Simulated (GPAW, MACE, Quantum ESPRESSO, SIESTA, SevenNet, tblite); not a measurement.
# GPAW on random packing of Nb16Si84 (at. %) (73 atoms): settings against a plane-wave reference, part 2 of 2

Wanted: GPAW inputs and outputs for random packing of Nb16Si84 (at. %) (73 atoms), checked against a plane-wave reference.

Program: GPAW 26.7.0; the method stands at each step. Banners, paths, timers and routine set-up lines are dropped from the logs unmarked, and long logs keep their key lines alone; longer cuts are marked.

So far. Step 3 (RPBE, LCAO dzp, h 0.2 Å): Against the first run (7.5 %), the force difference from the reference is 10 %, at 1.00 times the CPU time; the model has changed, so this is no error of the program alone. Step 4 (PBE, LCAO sz(dzp), h 0.2 Å): Against the first run (7.5 %), the force difference from the reference is 67 %, at 0.27 times the CPU time, with 400 basis functions against 1141: the smaller basis costs accuracy.

## Step 5: PBE, LCAO dzp, h 0.2 Å, other mixer settings

Method: Kohn-Sham DFT, PBE, PAW, atomic orbitals (dzp).

run.py reads:

```python
import numpy as np
from ase.io import read
from gpaw import GPAW, FermiDirac, Mixer

atoms = read("structure.xyz")
atoms.calc = GPAW(
    mode="lcao",
    basis="dzp",
    h=0.2,
    xc="PBE",
    kpts={"size": (1, 1, 1), "gamma": True},
    occupations=FermiDirac(0.05),
    mixer=Mixer(0.03, 7, 100),
    maxiter=200,
    symmetry={"point_group": False},
    txt="gpaw.txt",
)
energy = atoms.get_potential_energy(force_consistent=True)
forces = atoms.get_forces()
print(f"energy {energy:.6f} eV")
print("forces (eV/A)")
for i, (a, f) in enumerate(zip(atoms, forces)):
    print(f"{i:4d} {a.symbol:2s} {f[0]:10.5f} {f[1]:10.5f} {f[2]:10.5f}")
print(f"Fermi level {atoms.calc.get_fermi_level():.4f} eV")
for k in range(len(atoms.calc.get_ibz_k_points())):
    for s in range(atoms.calc.get_number_of_spins()):
        e = atoms.calc.get_eigenvalues(kpt=k, spin=s)
        n = np.searchsorted(e, atoms.calc.get_fermi_level())
        print(f"k {k} spin {s} levels about the Fermi level:", np.round(e[max(n - 6, 0):n], 4).tolist(), "|", np.round(e[n:n + 6], 4).tolist())
```

structure.xyz reads:

```xyz
73
Lattice="11.28340 0.00000 0.00000 0.00000 11.28340 0.00000 0.00000 0.00000 11.28340" Properties=species:S:1:pos:R:3 pbc="T T T"
[... 73 atom lines left out: the same atoms as in the first run ...]
```

Started as:

```sh
> OMP_NUM_THREADS=1 python run.py > output.txt
```

The program printed:

```text
energy -390.766771 eV
forces (eV/A)
   0 Nb    0.02978   -0.22478    0.59410
   1 Nb    0.27573    0.13129    0.15936
   2 Nb    0.44677    0.25578    0.33692
   3 Nb    0.47334   -0.10273    0.63340
   4 Nb   -0.54752    0.44011    0.09446
   5 Nb    0.46735   -0.19251    0.09235
   6 Nb   -0.13196    0.05461   -0.36769
   7 Nb   -0.00281    0.85778   -0.18434
   8 Nb   -0.45813   -0.81234   -0.68412
   9 Nb   -0.14430   -0.67920   -0.42345
  10 Nb   -0.18283   -0.88490    0.47258
  11 Nb   -0.29239    0.47073   -0.14139
[...]
68 Si   -0.44965   -0.26724    0.76269
  69 Si   -0.42161    0.99474    0.13369
  70 Si   -1.41901    1.00590    0.06827
  71 Si    0.94062    0.29982   -1.25683
  72 Si   -1.06884    0.14360    0.54598
Fermi level 6.5172 eV
k 0 spin 0 levels about the Fermi level: [6.3104, 6.3425, 6.3987, 6.4161, 6.4706, 6.5067] | [6.5236, 6.5669, 6.6225, 6.6439, 6.6638, 6.7472]
```

gpaw.txt:

```text
Input parameters:
  mode=LCAO(),
  basis={'default': 'dzp'},
  h=0.2,
  kpts=MonkhorstPack(size=(1, 1, 1), gamma=True),
  maxiter=200,
  mixer=Pulay(name='pulay', nmaxold=7, beta=0.03, weight=100, sigma=0.015, g_ss=None),
  occupations=Occupations(name='fermi-dirac', width=0.05, fixmagmom=False),
[... lines left out ...]
  Fermi-Dirac:
[... lines left out ...]
convergence criteria:
- Maximum [total energy] change in last 3 cyles: 0.0005 eV / valence electron
[... lines left out ...]
Converged in 31 steps
[... lines left out ...]
  Free energy:    -390.766771
[... lines left out ...]
Fermi level: 6.517
[... lines left out ...]
|          0 |       -49.073 |     2.000 |
|        ... |               |           |
|        192 |         6.239 |     1.992 |
|        193 |         6.269 |     1.986 |
[...]
|        207 |         6.819 |     0.005 |
|        ... |               |           |
|        243 |         8.342 |     0.000 |
Gap: 0.017 eV
Transition (v -> c):
  (s=0, k=0, n=199, [0.00, 0.00, 0.00]) -> (s=0, k=0, n=200, [0.00, 0.00, 0.00])
No difference between direct/indirect transitions
Force computation time: 55.043  # s
timing:  # [seconds]
  Total:  705.941  # ━━━━━━━━━━━━━━━━━━━━━━━━━━━━━━━━━━━━━━━━━━━━━━━━━━━━━━━━
  Init:    10.236  # ━
  SCF:    640.633  # ━━━━━━━━━━━━━━━━━━━━━━━━━━━━━━━━━━━━━━━━━━━━━━━━━━━
  Forces:  55.044  # ━━━━╸
```

Elapsed: 12 min, on 1 thread of AMD EPYC 9R14 (Zen 4), shared host; peak memory 1.7 GiB.

Numbers from this run, and their distance from the reference:

- r.m.s. force component: 1.378 eV/Å
- r.m.s. difference of force components: 96.64 meV/Å
- longest difference of force vectors: 391.5 meV/Å
- force difference over r.m.s. force: 7.458 %
- slope of forces against the reference's: 1.062
- correlation of force components: 0.9993
- energy less the same-level run's: 0 meV/atom
- r.m.s. force difference from the same-level run: 2.874 meV/Å

Against the first run (7.5 %), the force difference from the reference is 7.5 %, at 1.2 times the CPU time: another solver or mixer reaches the same state.

## Step 6: All runs compared

Differences are against the plane-wave reference, forces as r.m.s. over components; share is that over the reference's r.m.s. force, slope the least-squares factor from reference forces to these. Total energies of different programs have different zeros and aren't compared.

```csv
run,"Δ force, r.m.s. (meV/Å)",share (%),slope,cores,CPU time,memory (GiB)
reference,-,-,-,4,13 min,4.1
"GPAW PBE, LCAO dzp, h 0.2 Å",97.3,7.51,1.063,1,10 min,1.8
"GPAW RPBE, LCAO dzp, h 0.2 Å",132,10.2,1.086,1,10 min,1.8
"GPAW PBE, LCAO sz(dzp), h 0.2 Å (coarse)",864,66.7,1.543,1,2.8 min,1.4
"GPAW PBE, LCAO dzp, h 0.2 Å, other mixer settings",96.6,7.46,1.062,1,12 min,1.7
```

Rows marked coarse were listed beforehand as settings not expected to be converged; some can still land near the reference.

CPU time is summed over cores on a shared host, where runs went side by side, so it is rough. Symmetry, cutoffs, thresholds, outputs and thread counts weren't matched or tuned between programs; memory under MPI is the largest rank's times the ranks.

Within one program, basis, potentials and functional, energies share a zero. Each run against its twin at the usual cutoff or grid and solver:

```csv
run,twin,Δ energy (meV/atom),"Δ force, r.m.s. (meV/Å)",CPU time over the twin's
"GPAW PBE, LCAO dzp, h 0.2 Å, other mixer settings","LCAO dzp, h 0.2 Å",0,2.87,1.2
```

A second geometry, displaced anew (every atom was moved at random, 0.06 Å r.m.s. a Cartesian component), gives an energy difference that all programs can be tested on. The reference puts it at 12.22 meV/atom.

```csv
run,energy less the first geometry's (meV/atom),error (meV/atom),force share at the second geometry (%)
"GPAW PBE, LCAO dzp, h 0.2 Å",12.95,0.724,7.31
"GPAW RPBE, LCAO dzp, h 0.2 Å",13.07,0.848,9.99
"GPAW PBE, LCAO sz(dzp), h 0.2 Å",14.28,2.06,63.3
"GPAW PBE, LCAO dzp, h 0.2 Å, other mixer settings",12.95,0.725,7.28
```

## Step 7: Summary of results

* nearest in forces: a tie at 7.5 % of 2 runs: GPAW PBE, LCAO dzp, h 0.2 Å; GPAW PBE, LCAO dzp, h 0.2 Å, other mixer settings

In words: The PBE runs in local orbitals, coarse settings apart, differ by 7.5 % in each run; basis, grid and potentials can all enter. Rows with another functional or a dispersion term differ by 10 % (GPAW RPBE, LCAO dzp, h 0.2 Å), which mixes the change of model with differences of basis and potentials. Runs with settings chosen to be coarse differ by 67 % (GPAW PBE, LCAO sz(dzp), h 0.2 Å), their programs' other errors included. One electronic-structure run takes under half the reference's CPU time: GPAW PBE, LCAO sz(dzp), h 0.2 Å, at 67 % in 2.8 min against 13 min, too far off to be of use. GPAW PBE, LCAO sz(dzp), h 0.2 Å stiffens the forces by a factor of 1.54 while following their directions (correlation 0.970); the slopes of the 4 GPAW runs lie between 1.06 and 1.54; the difference isn't even, but is largest on one element. The energy difference between the two geometries, 12.2 meV/atom in the reference, is met best by GPAW PBE, LCAO dzp, h 0.2 Å (+0.724) and GPAW PBE, LCAO dzp, h 0.2 Å, other mixer settings (+0.725) and worst by GPAW PBE, LCAO sz(dzp), h 0.2 Å (coarse) (+2.06). The reference's pressure of -3.6 GPa belongs to a cell and atoms that aren't relaxed at this level. The electronic-structure runs sample only Γ, in a cell whose shortest periodic width is 11 Å, which is coarse for a cell with partly filled levels.

[Also dropped from logs without a mark: logging warnings of Python, and SIESTA's first energy breakdown and zero terms.]

[Logs are printed without paths, hosts, clocks, repeated set-up lines and the standing remarks that a program may print on its own settings, such as how far it seeks lower states.]

[Hosts, paths, dates, database ids (printed as entryN), source tags and the programs' standing remarks are cut or masked in the printed files.]
